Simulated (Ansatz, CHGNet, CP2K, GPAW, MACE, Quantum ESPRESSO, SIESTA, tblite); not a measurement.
## Random packing of 73Na2S-27P2S5 (mol %) (61 atoms): runs against a plane-wave reference

Density of this cell: 2.30 g/cm³. The cell holds 61 atoms: 22 Na, 31 S and 8 P. Its edges and angles: a = 10.809 Å, b = 10.809 Å, c = 10.809 Å, α = 90.0°, β = 90.0°, γ = 90.0°. 61 atoms (22 Na, 31 S, 8 P) packed at random in a cube at 2.3 g/cm³ and pushed apart as soft spheres, cations and anions kept from their own kind; a start for melting by ab initio MD, not an equilibrated structure. Then every atom was moved at random, 0.02 Å r.m.s. a Cartesian component.

Geometry: as built.

The reference, a calculation:

| Item | Value |
| --- | --- |
| method | Kohn-Sham DFT, PBE, PAW, plane waves (Ansatz 0.2.0); cutoff 420 eV, Γ point, fermi-dirac smearing of 0.05 eV; PAW set soft_2 |
| r.m.s. force component | 0.6111 eV/Å |
| longest force | 2.476 eV/Å |
| pressure | 2.399 GPa |
| SCF cycles | 13 |
| time | 7.9 s on 8 threads of Arm Neoverse V2, shared host |
| CPU time | 56 s |

Runs, in no order:
A. MACE MPA-0 medium potential: machine-learned interatomic potential MACE MPA-0 medium, trained on PBE(+U) plane-wave data
B. tblite GFN1-xTB: GFN1-xTB tight binding, diagonalisation
C. CP2K PBE, SZV-MOLOPT-SR, 800/50 Ry, diagonalisation: Kohn-Sham DFT, PBE, GTH-PBE pseudopotentials, Gaussian and plane waves, SZV-MOLOPT-SR-GTH, diagonalisation
D. SIESTA PBE, DZP, shift 0.001 Ry, mesh 500 Ry: Kohn-Sham DFT, PBE, PseudoDojo 0.4.1 norm-conserving pseudopotentials (converted to PSML), numerical atomic orbitals (DZP), diagonalisation
E. QE PBE, sssp-1.3.0-efficiency, 45/360 Ry: Kohn-Sham DFT, PBE, SSSP efficiency 1.3.0 pseudopotentials, plane waves

**Question.** Rank the runs by how far their forces lie from the reference's, least first.

E, D, A, B, C.

```csv
run,"Δ force, r.m.s. (meV/Å)",share of r.m.s. force (%),CPU time
"E. QE PBE, sssp-1.3.0-efficiency, 45/360 Ry",6.58,1.08,18 min
"D. SIESTA PBE, DZP, shift 0.001 Ry, mesh 500 Ry",133,21.7,22 min
A. MACE MPA-0 medium potential,202,33.0,6.9 s
B. tblite GFN1-xTB,432,70.7,4.2 s
"C. CP2K PBE, SZV-MOLOPT-SR, 800/50 Ry, diagonalisation",903,148,5.9 min
```

Periodic xTB results under one method name differ between programs and library versions. Machine-learned potentials mimic data converged in k, so the reference's own k-point error enters their differences. The electronic-structure runs sample only Γ, in a cell whose shortest periodic width is 11 Å, which is coarse for a cell with partly filled levels.

[Logs are printed without paths, hosts, clocks, repeated set-up lines and the standing remarks that a program may print on its own settings, such as how far it seeks lower states.]

[Hosts, paths, dates, database ids (printed as entryN), source tags and the programs' standing remarks are cut or masked in the printed files.]
